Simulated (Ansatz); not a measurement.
# Amorphous Si2O: valence band and core levels, part 2 of 3

How wide do site differences make the core lines of amorphous Si2O?

Ansatz 0.2.0; DFT, PBEsol, plane-wave PAW, scalar-relativistic; PAW set soft_1.

So far. Step 5 (Dynamics at 300 K): Beyond half the shortest lattice vector, 4.1 Å, g(r) counts periodic images.

**7. Valence states**

First the ground state, then the DOS by atom and shell, which the cross sections turn into spectra.

input.yaml reads:

```yaml
crystal:
  lattice:
    - [8.1669974226, 0.0, 0.0]
    - [0.0, 8.1669974226, 0.0]
    - [0.0, 0.0, 8.1669974226]
  atoms:
    - { symbol: Si, position: [1.2135092379, 0.9765257863, 0.6856028153] }
    - { symbol: Si, position: [0.5213101368, 0.6712960436, 0.1295342574] }
    - { symbol: Si, position: [1.3263782493, 0.5400939228, 0.6168606193] }
    - { symbol: Si, position: [0.7354869517, 1.3502439042, 0.2211740865] }
    - { symbol: Si, position: [0.4309841216, 1.2830299526, 0.934471648] }
    - { symbol: Si, position: [-0.0328706795, 0.685686179, 0.2103117473] }
    - { symbol: Si, position: [0.5246082123, 0.8458446669, 0.3668722148] }
    - { symbol: Si, position: [0.9968424104, 0.4093705616, 0.1237939071] }
[... 18 atom lines left out ...]
    - { symbol: O, position: [0.9424088005, -0.1855050307, 0.056217493] }
    - { symbol: O, position: [0.4197080766, 0.2484028521, 0.3498215971] }
    - { symbol: O, position: [0.2054927627, 1.0002939609, 1.0675562167] }
    - { symbol: O, position: [0.6470674893, 0.7367890167, 0.4889701997] }
kpoints:
  mp_grid: { grid: [2, 2, 2] }
scf:
  occupations: { method: fermi_dirac, width: 0.03 }
  n_extra_bands: 27
hamiltonian:
  xc: pbesol
  pseudopotentials: { kind: paw, azcp: { folder: soft_1 }, xc_functional: pbe }
output:
  forces: true
  stress: true
  dos:
    projected:
      site_lists:
        Si: [0, 1, 2, 3, 4, 5, 6, 7, 8, 9, 10, 11, 12, 13, 14, 15, 16, 17, 18, 19]
        O: [20, 21, 22, 23, 24, 25, 26, 27, 28, 29]
    de: 0.05
    e_range: [-30, 12]
    method: { smearing: { sigma: 0.15, scheme: gaussian } }
  write_density: true
  write_potential: true
  elf: true
  volumetric_format: npy
```

Run with:

```sh
$ ansatz run input.yaml --threads 8 --pin off --max-ram 23552MiB --backend cpu --events-out ev --progress --plain --runs-dir out
```

Elapsed: 6.9 s, on 8 threads of Arm Neoverse V2, shared host; peak memory 2.1 GiB; 52 s of CPU time.

Numbers from this step:

| Quantity | Value |
| --- | --- |
| pressure | 0.08249 GPa |
| gap on the k-mesh | 0.3205 eV |
| zero of energy | valence-band maximum |
| share of occupied states in no projected shell | 0.0152 of the occupied states in the window |

The DOS has structure finer than the step of the table below, so its rows give means over 1 eV, whole bins alone (the curve runs from -24.3 to 4.39 eV). Peaks (eV: height): total -20.4: 25.4, -4.7: 20.0, 2.1: 15.5, 3.9: 14.8; O 2p -11.1: 3.86, -9.9: 3.86, -4.7: 14.1; Si 3p -2.4: 8.10, -1.1: 7.96, 2.1: 9.18, 3.9: 8.38; Si 3s -11.9: 3.63, -11.1: 4.46, -9.9: 3.07, -9.0: 3.43; O 2s -22.4: 4.81, -21.3: 8.67, -20.4: 19.4.

The DOS by E, zero at the valence-band maximum; means over each step; values in states/eV/cell:

```csv
E (eV),total,O 2p,Si 3p,Si 3s,O 2s
-23,0.282,0.00126,0.0448,0.0306,0.203
-22,2.39,0.0199,0.356,0.311,1.69
-21,10.7,0.144,1.56,1.28,7.63
-20,6.62,0.0902,1.13,0.298,5.06
-19,0,0,0,0,0
-18,0,0,0,0,0
-17,0,0,0,0,0
-16,0,0,0,0,0
-15,0,0,0,0,0
-14,0,0,0,0,0
-13,3.9e-4,5.2e-5,7.4e-5,2.6e-4,0
-12,3.63,0.638,0.722,2.19,0.0460
-11,7.38,2.60,1.23,3.33,0.154
-10,6.87,2.82,1.38,2.45,0.153
-9,8.37,3.27,2.34,2.51,0.174
-8,8.37,3.77,2.45,1.92,0.149
-7,11.1,5.12,3.92,1.68,0.240
-6,13.5,7.51,4.12,1.44,0.291
-5,17.7,11.7,4.00,1.49,0.257
-4,12.8,7.18,3.50,1.69,0.126
-3,10.00,2.57,5.90,1.20,0.0719
-2,10.3,1.81,7.14,0.939,0.0845
-1,7.88,1.07,5.76,0.701,0.0505
0,2.91,0.249,1.93,0.490,0.0480
1,7.94,0.485,4.76,1.56,0.288
2,12.1,0.675,7.16,2.07,0.387
3,12.4,0.755,6.88,2.02,0.317
```

Sums over each group's atoms; a table of it gives point samples, which can step over narrow peaks. DOS of the group against E, zero at the valence-band maximum; values in states/eV:

```csv
E (eV),O: O 2p,Si: Si 3p,Si: Si 3s,O: O 2s
-24,0,0,0,0
-22,8.5e-4,0.0292,0.0202,0.132
-20,0.0177,0.230,0.0475,1.04
-18,0,0,0,0
-16,0,0,0,0
-14,0,0,0,0
-12,0.635,0.932,2.97,0.0487
-10,3.20,1.56,2.74,0.161
-8,3.77,2.41,1.99,0.151
-6,7.56,4.44,1.62,0.318
-4,7.29,3.54,1.73,0.119
-2,1.78,6.94,0.869,0.0891
0,0.244,1.72,0.460,0.0304
2,0.757,8.36,2.35,0.435
4,0.809,7.74,1.81,0.331
```

Simulated valence spectra by photon energy, shown to 13 eV, since a deeper line would dwarf them at some energies; the 100 % can be that line's tail at the edge; this run's widths, added to any smearing of the DOS itself: Gaussian 0.2 eV, Lorentzian 0.2 eV plus 0.05 an eV of depth. Table of intensity by binding energy, zero at the valence-band maximum; values in % of the maximum within 13 eV:

| binding energy (eV) | 21.2 eV | 60 eV | 1486.7 eV | 8047.8 eV | 9251.7 eV |
| --- | --- | --- | --- | --- | --- |
| -1.0 | 1.07 | 1.26 | 2.75 | 2.05 | 2.02 |
| -0.5 | 1.52 | 1.85 | 4.42 | 3.29 | 3.25 |
| 0.0 | 4.41 | 6.07 | 20.2 | 15.6 | 15.5 |
| 0.5 | 8.55 | 11.9 | 34.7 | 24.0 | 23.7 |
| 1.0 | 14.5 | 19.0 | 45.1 | 29.1 | 28.7 |
| 1.5 | 17.0 | 21.9 | 49.9 | 31.8 | 31.3 |
| 2.0 | 21.5 | 26.7 | 57.8 | 37.9 | 37.4 |
| 2.5 | 25.3 | 30.7 | 66.1 | 45.9 | 45.4 |
| 3.0 | 28.0 | 32.1 | 60.8 | 43.7 | 43.2 |
| 3.5 | 44.0 | 46.9 | 71.6 | 55.6 | 55.2 |
| 4.0 | 65.4 | 66.8 | 79.4 | 61.3 | 60.9 |
| 4.5 | 93.8 | 94.0 | 88.3 | 63.9 | 63.3 |
| 5.0 | 95.1 | 95.5 | 88.3 | 61.7 | 61.0 |
| 5.5 | 79.5 | 80.5 | 81.3 | 57.5 | 56.8 |
| 6.0 | 66.8 | 69.0 | 85.0 | 62.9 | 62.3 |
| 6.5 | 56.6 | 59.4 | 84.5 | 64.8 | 64.3 |
| 7.0 | 47.9 | 50.9 | 83.0 | 66.6 | 66.1 |
| 7.5 | 38.5 | 41.3 | 77.3 | 65.4 | 65.1 |
| 8.0 | 36.1 | 38.9 | 80.4 | 71.1 | 70.8 |
| 8.5 | 34.4 | 37.5 | 85.8 | 77.9 | 77.7 |
| 9.0 | 31.9 | 35.4 | 93.2 | 86.7 | 86.5 |
| 9.5 | 26.9 | 30.1 | 84.6 | 80.2 | 80.0 |
| 10.0 | 26.2 | 29.7 | 89.5 | 86.5 | 86.4 |
| 10.5 | 22.6 | 27.0 | 92.9 | 91.5 | 91.5 |
| 11.0 | 19.2 | 26.5 | 99.9 | 99.9 | 99.9 |
| 11.5 | - | 19.4 | 87.3 | 88.5 | 88.5 |
| 12.0 | - | 11.9 | 64.3 | 65.8 | 65.8 |
| 12.5 | - | 5.76 | 29.8 | 29.9 | 29.9 |

Maxima picked by a test of local sharpness, so broad peaks and shoulders can be missing; peaks within 0.45 eV of a curve's cut are left out. Valence peaks, by row:

```csv
photon energy (eV),binding energy (eV),height (% of the maximum within 13 eV),main shell,its share (%)
21.2,4.738,100,O 2p,97.16
60,20.59,28.01,O 2s,88.14
60,4.738,100,O 2p,91.75
1487,20.59,292.2,O 2s,92.78
1487,10.99,100,Si 3s,83.73
1487,9.038,93.29,Si 3s,75.73
1487,6.138,86.07,Si 3s,53.52
1487,4.738,89.27,Si 3s,50.99
1487,2.438,66.24,Si 3s,51.98
1487,1.238,51.44,Si 3s,47.45
8048,20.64,198.3,O 2s,89.75
8048,11.04,100,Si 3s,93.59
8048,9.038,86.94,Si 3s,90.74
8048,6.888,67.01,Si 3s,83.37
8048,4.388,64.19,Si 3s,84.58
8048,2.538,46.01,Si 3s,84.43
8048,1.188,33.09,Si 3s,82.46
8048,0.638,25.15,Si 3s,83.01
9252,20.64,192.8,O 2s,89.47
9252,11.04,100,Si 3s,93.9
9252,9.038,86.76,Si 3s,91.23
9252,6.888,66.53,Si 3s,84.26
9252,4.388,63.66,Si 3s,85.56
9252,2.538,45.48,Si 3s,85.7
9252,1.188,32.6,Si 3s,83.97
9252,0.638,24.82,Si 3s,84.41
```

Shapes are the site's partial DOS without matrix elements, which overweights lines from ligand s bands. Table of intensity by emission energy less the core level's binding energy, zero at the valence-band maximum; read off at these points; 7 of 9 lines; values in % of the unpolarised maximum:

```
emission energy less the core level's binding energy (eV)  Si K-beta  Si K-beta, E along x  Si K-beta, E along y  Si K-beta, E along z  Si L2,3    O K  O K, E along x
                                                    -24.0       1.62                  1.49                  1.72                  1.65     1.83  0.174           0.182
                                                    -23.0       3.53                  3.01                  3.89                  3.70     4.91  0.260           0.288
                                                    -22.0       7.50                  6.99                  7.68                  7.84     13.6  0.517           0.558
                                                    -21.0       14.1                  15.4                  13.6                  13.3     24.5  0.991           0.997
                                                    -20.6       15.3                  17.7                  14.9                  13.2     20.8   1.06            1.07
                                                    -20.0       11.4                  13.5                  11.3                  9.39     11.3  0.797           0.839
                                                    -19.0       4.04                  4.60                  4.03                  3.48     3.35  0.412           0.426
                                                    -18.0       2.08                  2.26                  2.10                  1.90     1.91  0.382           0.388
                                                    -17.0       1.55                  1.59                  1.58                  1.47     1.62  0.438           0.442
                                                    -16.0       1.46                  1.44                  1.51                  1.44     1.77  0.552           0.554
                                                    -15.0       1.65                  1.56                  1.72                  1.68     2.37  0.752           0.752
                                                    -14.0       2.23                  2.03                  2.35                  2.33     4.01   1.15            1.14
                                                    -13.0       4.07                  3.52                  4.33                  4.36     10.8   2.25            2.19
                                                    -12.0       11.3                  9.42                  12.0                  12.4     65.5   8.20            7.77
                                                    -11.0       18.3                  15.4                  19.3                  20.4     99.8   21.2            20.8
                                                    -10.0       23.3                  20.9                  24.1                  25.0     83.1   25.3            25.6
                                                     -9.0       33.4                  28.3                  37.5                  34.5     82.4   30.5            31.1
                                                     -8.0       39.7                  36.7                  40.7                  41.8     65.7   35.2            37.2
                                                     -7.0       54.3                  53.9                  57.0                  51.9     57.8   47.0            49.8
                                                     -6.0       60.2                  58.5                  69.0                  53.1     51.4   67.1            71.5
                                                     -5.0       59.9                  57.1                  68.1                  54.5     51.2   96.5            93.6
                                                     -4.0       59.5                  57.3                  61.6                  59.6     56.6   65.9            64.0
                                                     -3.0       84.2                  79.8                  87.7                  85.2     39.5   26.7            23.9
                                                     -2.6       95.7                  94.4                  91.6                   101     40.4   22.5            18.7
                                                     -2.2       99.9                   101                  88.6                   110     36.2   20.3            18.4
                                                     -2.0       98.8                   101                  85.9                   109     32.4   18.5            17.0
                                                     -1.0       80.7                  88.7                  71.0                  82.5     24.9   11.5            9.08
                                                      0.0       29.8                  32.2                  25.3                  31.9     12.9   3.25            3.74
                                                      1.0       5.98                  6.27                  5.43                  6.25    0.778  0.901           0.883
```

Window up to 4.4 eV. Shell moments, by row:

| element | shell | occupied states an atom | centre of occupied part (eV) | rms width of occupied part (eV) | centre up to the window's top (eV) | rms width up to the window's top (eV) |
| --- | --- | --- | --- | --- | --- | --- |
| O | 2s | 1.64 | -19.33 | 4.59 | -17.68 | 7.258 |
| O | 2p | 5.052 | -6.134 | 2.669 | -5.687 | 3.246 |
| Si | 3s | 1.189 | -8.7 | 4.86 | -5.993 | 6.415 |
| Si | 3p | 2.35 | -5.647 | 4.988 | -2.657 | 5.664 |

Shapes are the site's partial DOS without matrix elements, which overweights lines from ligand s bands. Emission peaks, by row:

```
                line  energy (eV)  height (%)
           Si K-beta       -20.64       15.32
           Si K-beta       -6.038       60.21
           Si K-beta       -2.238         100
Si K-beta, E along x       -20.54       17.79
Si K-beta, E along x       -6.238        58.7
Si K-beta, E along x       -2.138       101.7
Si K-beta, E along y       -20.59       14.96
Si K-beta, E along y       -2.588       91.62
Si K-beta, E along z       -20.84       13.52
Si K-beta, E along z       -6.488       54.46
Si K-beta, E along z       -2.138         110
             Si L2,3       -21.14       24.78
             Si L2,3       -11.04         100
             Si L2,3       -9.038       82.54
             Si L2,3       -6.988       57.83
             Si L2,3       -4.238       57.66
             Si L2,3       -2.588       40.49
             Si L2,3       -1.288       27.71
                 O K       -4.788         100
      O K, E along x       -4.738       97.67
      O K, E along y       -4.788         100
      O K, E along z       -9.838       24.42
      O K, E along z       -4.788       102.4
```

Electrostatic potential energy in the ac plane at fractional y = 0.270, with atoms of Si and O within 0.2 Å of it. With pseudopotentials it is smooth inside the atoms' cores, unlike the true potential.

Ten even steps from '_' (-31 eV) to '@' (10 eV), each cell a mean:
```
--**%%@@@@@@%%**....--__==%%@@@@@@@@@@@@%%**--
....**%%@@@@%%**..--==__==%%@@@@@@@@@@%%**....
++__++%%%%%%%%##--____..**%%@@@@@@@@@@%%++__++
::..++##**++**##**====++%%@@@@@@@@@@@@%%++..::
..==##**::____==##%%%%%%@@@@@@@@@@@@@@@@##==..
######==__==::..**%%@@@@@@@@@@@@@@@@@@@@%%%%##
%%%%%%==__==::..**%%@@@@@@@@@@@@@@@@@@@@@@@@%%
@@@@%%**..____==##@@@@@@@@@@@@@@@@@@@@@@@@@@@@
@@@@@@%%**++++##%%@@@@@@@@@@@@@@@@@@@@@@@@@@@@
@@@@@@@@%%%%%%@@@@@@@@@@@@@@@@@@@@@@@@@@@@@@@@
@@@@@@@@@@@@@@@@@@@@@@@@@@@@@@@@@@@@@@@@@@@@@@
@@@@@@@@@@@@@@@@@@@@@@@@@@@@@@@@@@@@@@@@@@@@@@
@@@@@@@@@@@@@@@@@@%%%%@@@@@@@@@@@@@@@@@@@@@@@@
@@@@@@@@@@@@@@@@**....**@@@@@@@@@@@@@@@@@@@@@@
@@@@@@@@@@@@@@%%::____--%%%%%%%%%%%%%%@@@@@@@@
@@@@@@%%%%@@%%##--____==%%%%%%########%%@@@@@@
@@@@**--++%%##**++--==##%%%%##**==--++%%@@@@@@
@@%%++::==##++----**##%%%%%%##++::..==##%%@@@@
%%%%%%##%%##++::::++##%%%%%%%%**--::++##%%%%%%
%%%%@@@@@@%%##++++##%%%%@@@@%%##****##%%@@%%%%
%%%%@@@@@@@@%%####%%%%%%@@@@@@%%%%%%%%@@@@%%%%
%%%%@@@@@@@@@@%%##****##%%@@@@@@@@@@@@@@@@%%%%
##%%@@@@@@@@@@%%++....--##%%@@@@@@@@@@@@@@%%##
```
Columns run along a (8.2 Å; values clipped at the 3rd and 97th percentile), rows up along c (8.2 Å). Atoms in or near the plane, at fractional coordinates: Si at (0.43, 0.93), Si at (0.24, 0.73), Si at (0.99, 0.87), O at (0.42, 0.35).

ELF in the ac plane at fractional y = 0.270, with atoms of Si and O within 0.2 Å of it. It is the smooth field of the valence electrons, not physical close to the nuclei.

Ten even steps from '0' (0.00) to '9' (0.93), each cell a mean:
```
88631135433367531001356
45753357544578631002333
45886579865578521013433
47997689997676410025654
69997469997653200136876
78995446875321000136887
57885555753100000024665
34676667641000000001222
12578887520000000000000
01357775200000000000000
00123321000000000000000
00000000244310000000000
00000003788730001000000
01220016888851123321100
04664116866862356654310
16887315877752688776520
27998624887633899778741
26898732564324898778862
25787632343114787568863
23454346875212566567764
53111158996311345444456
86300158997422233211357
98510147764444322101268
```
Columns run along a (8.2 Å), rows up along c (8.2 Å). Atoms in or near the plane, at fractional coordinates: Si at (0.43, 0.93), Si at (0.24, 0.73), Si at (0.99, 0.87), O at (0.42, 0.35).

Valence density in the ac plane at fractional y = 0.270, with atoms of Si and O within 0.2 Å of it. It is the smooth field of the valence electrons, not physical close to the nuclei.

Ten steps, logarithmic in the rise over the least value, from '0' (0.0 e/Å³) to '9' (6.3 e/Å³), each cell a mean:
```
44321123332333211111234
33332233432333211112333
23433334443332211112332
34444444443322100012333
44444344443211000012333
34443234432110000011233
23343233321000000001122
12233333311000000000011
01123333210000000000000
00112222100000000000000
00001111110000000000000
00000001222110000000000
00000012455321000000000
00011013688632111110000
01232224799742222221000
13455335799743333332110
24676434676533444433211
24676543454333444433222
23565433333222344333322
23333333443222233333222
32222223443222222222223
33211123444322222111223
43211123444332211111233
```
Columns run along a (8.2 Å), rows up along c (8.2 Å). Atoms in or near the plane, at fractional coordinates: Si at (0.43, 0.93), Si at (0.24, 0.73), Si at (0.99, 0.87), O at (0.42, 0.35).

Recipe: projected DOS times atomic cross section and asymmetry factor (linear light, 0° from the polarisation), occupied states only, Fermi edge at 300 K, a Lorentzian width of 0.2 eV growing by 0.05 eV per eV of binding energy, and a resolution of 0.2 eV. Curves are cut 10 eV under the photon energy, above any shell that the free atom's threshold puts out of reach, or at the lower edge of the window: 11.2 eV at 21.2 eV, 24.3 eV at 60 eV, 24.3 eV at 1486.7 eV, 24.3 eV at 8047.8 eV and 24.3 eV at 9251.7 eV. Matrix elements of the solid and inelastic losses aren't modelled, nor non-dipole terms, which matter above 3 keV.

Share of each shell in the spectrum's area (%), by photon energy:

```
shell  21.2 eV  60 eV  1486.7 eV  8047.8 eV  9251.7 eV
 O 2s      0.0   12.7       47.0       40.3       39.6
 O 2p     93.0   71.3        5.0        0.6        0.5
Si 3s      2.8    6.8       39.4       57.4       58.4
Si 3p      4.2    9.3        8.6        1.7        1.5
```

Cross sections used, in Mb an electron:

| shell | 21.2 eV | 60 eV | 1486.7 eV | 8047.8 eV | 9251.7 eV |
| --- | --- | --- | --- | --- | --- |
| O 2s | - | 0.41 | 9.4e-4 | 7.3e-6 | 4.8e-6 |
| O 2p | 2.7 | 0.89 | 6.3e-5 | 9.4e-8 | 5.3e-8 |
| Si 3s | 0.13 | 0.15 | 5.3e-4 | 7.1e-6 | 4.8e-6 |
| Si 3p | 0.15 | 0.13 | 8.8e-5 | 2.4e-7 | 1.4e-7 |

The largest force component on a free atom is 0.045 eV/Å, a little over the usual target of 0.03 eV/Å.

**8. Z+1 stand-in on atom 1**

System of this step: Si19PO10. The cell holds 30 atoms: 1 P, 19 Si and 10 O. Cell: a = 8.167 Å, b = 8.167 Å, c = 8.167 Å, α = 90.0°, β = 90.0°, γ = 90.0°.

An atom with a screened core hole acts much like the next element, so total energies with that element on different sites give core-level shifts.

Edit input.yaml of step 7 so:

```diff
@@ -6,3 +6,3 @@
   atoms:
-    - { symbol: Si, position: [1.2135092379, 0.9765257863, 0.6856028153] }
+    - { symbol: P, position: [1.2135092379, 0.9765257863, 0.6856028153] }
     - { symbol: Si, position: [0.5213101368, 0.6712960436, 0.1295342574] }
@@ -40,3 +40,3 @@
   occupations: { method: fermi_dirac, width: 0.03 }
-  n_extra_bands: 27
+  n_extra_bands: 25
 hamiltonian:
@@ -47,13 +47 @@
   stress: true
-  dos:
-    projected:
-      site_lists:
-        Si: [0, 1, 2, 3, 4, 5, 6, 7, 8, 9, 10, 11, 12, 13, 14, 15, 16, 17, 18, 19]
-        O: [20, 21, 22, 23, 24, 25, 26, 27, 28, 29]
-    de: 0.05
-    e_range: [-30, 12]
-    method: { smearing: { sigma: 0.15, scheme: gaussian } }
-  write_density: true
-  write_potential: true
-  elf: true
-  volumetric_format: npy
```

The job ended after 5.8 s (8 threads; peak memory 2.1 GiB).

This run has no spin polarisation although its electron count is odd.

This step gave:

```
free energy             : -18158.9089 eV
energy at zero smearing : -18158.8955 eV
smearing term TS        : 0.02673 eV
Fermi energy            : 5.575 eV
pressure                : -0.1296 GPa
```

The largest force, 0.71 eV/Å, shows that the atoms would still move at this level, mesh and basis.

**9. Z+1 stand-in on atom 2**

System of this step: Si19PO10. The cell holds 30 atoms: 19 Si, 1 P and 10 O. Its edges and angles: a = 8.167 Å, b = 8.167 Å, c = 8.167 Å, α = 90.0°, β = 90.0°, γ = 90.0°.

The same swap on atom 2.

Edit input.yaml of step 8 so:

```diff
@@ -6,4 +6,4 @@
   atoms:
-    - { symbol: P, position: [1.2135092379, 0.9765257863, 0.6856028153] }
-    - { symbol: Si, position: [0.5213101368, 0.6712960436, 0.1295342574] }
+    - { symbol: Si, position: [1.2135092379, 0.9765257863, 0.6856028153] }
+    - { symbol: P, position: [0.5213101368, 0.6712960436, 0.1295342574] }
     - { symbol: Si, position: [1.3263782493, 0.5400939228, 0.6168606193] }
```

Elapsed: 5.2 s, on 8 threads; peak memory 2.1 GiB; 38 s of CPU time.

This step gave:

```
free energy             : -18157.0702 eV
energy at zero smearing : -18157.0596 eV
smearing term TS        : 0.02102 eV
Fermi energy            : 5.508 eV
pressure                : 0.02076 GPa
```

The run ends at a pressure of 0.02 GPa, with forces up to 1.6 eV/Å.

(Part 2 of 3 ends here.)

[Logs are printed without paths, hosts, clocks, repeated set-up lines and the standing remarks that a program may print on its own settings, such as how far it seeks lower states.]

[Hosts, paths, dates, database ids (printed as entryN), source tags and the programs' standing remarks are cut or masked in the printed files.]

[Maps of the electrostatic potential energy from Ansatz leave out the sawtooth potential of an applied field or a dipole correction, so their vacuum need not be flat; work functions include it.]
